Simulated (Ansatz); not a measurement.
# Calculated records

Screened interactions in Cs2MoF4 (started from the K2NiF4 type) (I4/mmm). The structure is tetragonal, space group I4/mmm (No. 139). The conventional cell has a = 4.180 Å, b = 4.180 Å, c = 14.304 Å, α = 90.00°, β = 90.00°, γ = 90.00°. Cs has 9 F at 2.92 to 2.97 Å nearest. Mo has 6 F at 2.09 to 2.12 Å nearest. Nearest to F lie 2 Mo at 2.09 Å and 4 Cs at 2.97 Å. Nearest to F lie 1 Mo at 2.12 Å and 5 Cs at 2.92 to 2.96 Å. Farther neighbours and most contacts between anions are not listed. The calculation used DFT, LDA, plane waves, PAW (and 1 further level or step) in Ansatz 0.2.0, with cutoff 420 eV, 8×8×8 k-mesh, smearing width 0.08 eV, default PAW, coordination {"Mo": "octahedral"}, magnetic state non-magnetic by constraint in one of its runs. The Mo t2g is U 4.20 eV, U′ 3.50 eV, J 0.34 eV, bare V 12.6 eV and the method is constrained RPA on non-magnetic LDA, 4×4×4 mesh, static; search for lower states off. It took 2 runs, 6.2 min in all on 4 threads of Arm Neoverse V1, shared host (the runs of this entry). For Mo t2g, screening cuts the on-site interaction from 12.58 eV to 4.20 eV. U − 2J differs from U′ by +0.03 eV, so the Kanamori relation holds well. The structure was built from a prototype and need not be the compound's stable phase. This run has no spin polarisation, although Mo can carry a moment. The structure was relaxed with LDA. The structure type comes from a generator and need not be one that this composition takes. Limits: no spin-orbit coupling. The bands cross the Fermi level under this constraint, which need not be the crystal's state: magnetic order, correlation or a lattice distortion may open a gap.

[Runs of the session that timed out or met a known fault of the program may be left out.]

[Hosts, paths, dates, database ids (printed as entryN), source tags and the programs' standing remarks are cut or masked in the printed files.]
